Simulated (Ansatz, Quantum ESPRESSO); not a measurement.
# ZnRe in the Bh ordering: electron–phonon coupling with Quantum ESPRESSO, part 3 of 3

Each step names its level of theory.

So far. Step 2 (Tight relaxation): The largest force is now zero by symmetry and the largest stress component 9.4e-4 GPa. Step 3 (Second program, ground state): With these potentials, mesh and smearing the cell is at -0.025 GPa. The relaxed cell has a = 2.715, c = 4.411 Å (conventional setting).

The structure was built from a prototype and need not be the compound's stable phase.

### 4. Phonons and couplings with ph.x: cold smearing of 0.2 eV (continued)

Level of this step: DFT PBEsol, scalar-relativistic, plane waves, GBRV ultrasoft pseudopotentials (Quantum ESPRESSO).

As ph.x prints them, no sum rule imposed; at the zone centre the sum is no linewidth. Double-delta sums:

```
q1   q2   q3  star  mode  omega (meV)  lambda_q, sigma 0.1 eV  lambda_q, sigma 0.2 eV  lambda_q, sigma 0.3 eV  lambda_q, sigma 0.4 eV  half width at sigma 0.2 (meV)
 0    0    0     1     1       -1.353                       0                       0                       0                       0                        8.27e-5
 0    0    0     1     2       -1.296                       0                       0                       0                       0                              0
 0    0    0     1     3       -1.296                       0                       0                       0                       0                              0
 0    0    0     1     4        13.25                  0.1603                  0.0593                   0.037                  0.0312                        0.02246
 0    0    0     1     5        13.25                  0.1603                  0.0593                   0.037                  0.0312                        0.02246
 0    0    0     1     6        30.83                  0.0105                  0.0208                  0.0286                  0.0261                         0.0428
 0    0  0.5     1     1        7.639                 3.00e-4                  0.0123                  0.0175                  0.0183                       0.001572
 0    0  0.5     1     2        7.639                 3.00e-4                  0.0123                  0.0175                  0.0183                       0.001572
 0    0  0.5     1     3        11.89                  0.0394                  0.0307                  0.0219                  0.0183                       0.009388
 0    0  0.5     1     4        11.89                  0.0394                  0.0307                  0.0219                  0.0183                       0.009388
 0    0  0.5     1     5        17.62                  0.0107                  0.0247                  0.0331                  0.0301                        0.01654
 0    0  0.5     1     6         28.2                 1.00e-4                  0.0148                  0.0286                  0.0314                        0.02543
 0  0.5    0     3     1       -3.412                  -21.99                  -10.73                  -7.427                  -5.615                         0.2698
 0  0.5    0     3     2         15.1                  0.2458                  0.1119                  0.0798                  0.0647                        0.05509
 0  0.5    0     3     3        16.16                  0.0106                  0.1559                  0.2379                  0.2604                        0.08792
 0  0.5    0     3     4        21.28                   0.112                  0.1681                  0.1584                  0.1365                         0.1646
 0  0.5    0     3     5        26.31                  0.0141                  0.0306                  0.0383                  0.0368                        0.04582
 0  0.5    0     3     6        26.63                  0.0012                   0.011                  0.0158                  0.0163                        0.01687
 0  0.5  0.5     3     1        9.523                  0.0025                  0.2156                  0.3573                   0.389                        0.04223
 0  0.5  0.5     3     2        15.04                  0.9194                  0.5911                  0.4129                  0.3361                         0.2887
 0  0.5  0.5     3     3        15.41                  0.0557                  0.0351                  0.0218                  0.0158                        0.01799
 0  0.5  0.5     3     4        20.21                   0.001                  0.0257                  0.0367                  0.0434                        0.02262
 0  0.5  0.5     3     5        26.44                  0.0457                  0.0314                  0.0238                  0.0214                        0.04744
 0  0.5  0.5     3     6        30.37                       0                  0.0013                  0.0045                  0.0079                       0.002647
```

### 5. Coupling and resistivity: cold smearing of 0.2 eV

A first run on coarse meshes.

This step: DFT PBEsol, scalar-relativistic, plane waves, PAW (Ansatz 0.2.0).

Input file input.yaml:

```yaml
crystal:
  lattice:
    - [2.714696861, -2.8364e-06, 0.0]
    - [-1.3573459741, 2.3509978634, 0.0]
    - [0.0, 0.0, 4.410774793]
  atoms:
    - { symbol: Re, position: [0.3333333333, 0.6666666667, 0.25] }
    - { symbol: Zn, position: [0.6666666667, 0.3333333333, 0.75] }
kpoints:
  mp_grid: { grid: [6, 6, 4] }
hamiltonian:
  xc: pbesol
scf:
  occupations: { method: cold, width: 0.2 }
output:
  eigenvalues: true
phonons:
  method: dfpt
  qmesh: [2, 2, 2]
  temperatures: { t_max: 1000, t_step: 50 }
  qpath:
    path:
      - [[0.0, 0.0, 0.0], [0.5, 0.0, 0.0], [0.33333333, 0.33333333, 0.0], [0.0, 0.0, 0.0], [0.0, 0.0, 0.5], [0.5, 0.0, 0.5], [0.33333333, 0.33333333, 0.5], [0.0, 0.0, 0.5]]
      - [[0.5, 0.0, 0.5], [0.5, 0.0, 0.0]]
      - [[0.33333333, 0.33333333, 0.5], [0.33333333, 0.33333333, 0.0]]
    npoints: 10
  electrical_resistivity:
    mesh: [12, 12, 8]
    temperatures: [20.0, 50.0, 77.0, 100.0, 150.0, 200.0, 300.0, 400.0, 600.0, 800.0]
  electron_occupations: "off"
```

On the command line:

```console
ansatz run input.yaml --threads 4 --pin off --max-ram 8192MiB --backend cpu --events-out ev --progress --plain --runs-dir out
```

Output:

```text
[the first part of the log is left out]
  E_hartree    = 884.743932
  E_xc         = -538.226005
  E_vxc        = -358.231616  (∫ρ·V_xc dr)
  E_paw        = -10317.466746  (= ΣΔE_a)
  E_vpaw       = -534.087011  (= ΣTr[D̂ρ^β])
  E_aug_tail   = -0.000417  (compensation charges beyond the density's cutoff)
  E_ewald      = -3154.124444
  E_core_change = 1.030616  (= ΣΔE_core)
  E_smearing   = -0.006059  (= −TS)
  E_closure    = 0.000000  (closes the sum)
  Σ components = -14017.626996   (vs F -14017.626996, Δ=0.00e0)
--- Band table (eV; the first three rows and the last of 21) ---
  k-point 0: bands = ["-61.5132", "-23.5611", "-22.7949", "-22.7949", "7.8650", "10.3963", "11.0977", "11.0977", "11.5065", "11.5065", "13.3672", "16.9130", "17.2112", "17.2112", "20.3288", "20.3288", "23.6778", "32.5531"]
  k-point 1: bands = ["-61.5132", "-23.5641", "-22.7949", "-22.7949", "8.4777", "10.4245", "11.0869", "11.0869", "11.5030", "11.5030", "12.6435", "15.8337", "17.2609", "17.2609", "20.2922", "20.2922", "25.8802", "32.5314"]
  k-point 2: bands = ["-61.5131", "-23.5670", "-22.7949", "-22.7949", "9.7209", "10.2383", "11.0773", "11.0773", "11.3463", "11.4981", "11.4981", "15.2470", "17.3132", "17.3132", "20.2531", "20.2531", "28.2124", "32.4473"]
  k-point 20: bands = ["-61.4101", "-23.5332", "-23.5278", "-23.3863", "10.8329", "11.0181", "11.0624", "11.0773", "11.0871", "15.0476", "15.0706", "15.9000", "16.5842", "18.6736", "19.7361", "23.5148", "24.7906", "25.6348"]
--- Phonons (Γ-DFPT): 4 representative perturbations + reference (Σ response iterations 17) ---
  ASR residual: 2.736e-5 → 0.000e0 eV/Å²; symmetrization residual: 1.282e-7 eV/Å²
  ASR residual per site (eV/Å²): 2.74e-5 9.45e-6
  Γ frequencies (cm⁻¹): 0.00 0.00 0.00 107.17 107.17 249.06
--- Phonons (arbitrary-q DFPT): 4 irreducible q on the 2×2×2 mesh ---
  q = [0.0000, 0.0000, 0.0000] (star 1, of the zone-centre solve; hermiticity 2.32e-8, symmetrization 1.94e-9): -0.00 0.00 0.00 107.17 107.17 249.06
  q = [0.0000, 0.0000, -0.5000] (star 1, 4 solved perturbations in 162 linear systems a pass and spin channel, the states on 60 of 144 k-point pairs; hermiticity 1.39e-8, symmetrization 6.95e-9): 62.66 62.66 90.64 90.64 147.42 229.49
  q = [0.0000, -0.5000, 0.0000] (star 3, 6 solved perturbations in 318 linear systems a pass and spin channel, the states on 60 of 144 k-point pairs; hermiticity 1.73e-5, symmetrization 5.09e-6): -56.60 99.39 115.87 171.05 211.14 212.45
  q = [0.0000, -0.5000, -0.5000] (star 3, 6 solved perturbations in 318 linear systems a pass and spin channel, the states on 60 of 144 k-point pairs; hermiticity 3.42e-6, symmetrization 1.24e-6): 90.11 116.10 122.52 151.53 203.71 240.18
  sum rule: each row above includes the acoustic sum rule's correction from the zone centre's row sums; it moved no ω² by more than (0.20 cm⁻¹)²
  mesh force constants: q→R imaginary residual 8.22e-18; ASR residual 2.736e-5 → 0.000e0 eV/Å²; symmetrization residual 1.243e-14 eV/Å²
  interpolated dispersion: 93 rows × 6 modes
  density of states and harmonic sums: on the 26×26×14 q-mesh, interpolated from the force constants of a 2×2×2 supercell (no non-analytic term)
  largest difference from the sums on the solved wave vectors: F 1.35e-1 eV, S 1.89e-4 and C_V 5.35e-5 eV/K
  zero-point energy: 0.051275 eV/cell   skipped modes (ω ≤ 0): 91, of them read as no rigid motion or as one in doubt: 88 (1.296e-1 modes/cell left out, lowest -56.60 cm⁻¹)   left out of the sums: 2.17e-2 of the cell's modes: C_V's classical limit lies that fraction below 3 k_B per atom; for a crystal, a wire or a layer, F and S can be off by more, and a phonons.interpolated_qmesh denser along its periods is the remedy for the sampling
Error: electrical resistivity: the mode of lowest frequency at the wavevector [0.0000, -0.5000, 0.0000] is imaginary, -56.60 cm⁻¹ (written negative): the force constants describe an unstable lattice; relax the structure, enlarge phonons.supercell (under dfpt, kpoints.mp_grid), or, with a block electrical_resistivity or superconductivity, name a file of force constants under which the crystal is stable (phonons.electron_phonon_force_constants)
The harmonic force constants that this run solved are whole in <dir>
```

Wall time 17 s (4 threads of Arm Neoverse V1, shared host); peak memory 0.48 GiB.

The run ended with an error.

The program's message: “electrical resistivity: the mode of lowest frequency at the wavevector [0.0000, -0.5000, 0.0000] is imaginary, -56.60 cm⁻¹ (written negative): the force constants describe an unstable lattice; relax t …”

The run stops because a mode is imaginary on the scattering mesh, where no scattering rate is defined; denser k meshes, other smearings and, between solved wavevectors, finer q meshes show whether the instability is real.

### 6. What came out

| Quantity | Value |
| --- | --- |
| phonon run of the rows without a label of their own | PBEsol, q 2×2×2, k 8×8×6 |

In the run with cold smearing of 0.2 eV: a mode at q = (0, 0.5, 0) is imaginary, 27.5i cm⁻¹, so the lattice is unstable on these meshes and at this level, and no λ is read from its Gaussian sums. Under gradient-corrected functionals ph.x can misplace modes where the density is low; no frozen-phonon run checks these frequencies. Spin–orbit coupling, left out here, matters for Re. The structure was built by hand as an ordered model, and its stability against other phases was not tested.

[Logs are printed without paths, hosts, clocks, repeated set-up lines and the standing remarks that a program may print on its own settings, such as how far it seeks lower states.]

[Hosts, paths, dates, database ids (printed as entryN), source tags and the programs' standing remarks are cut or masked in the printed files.]
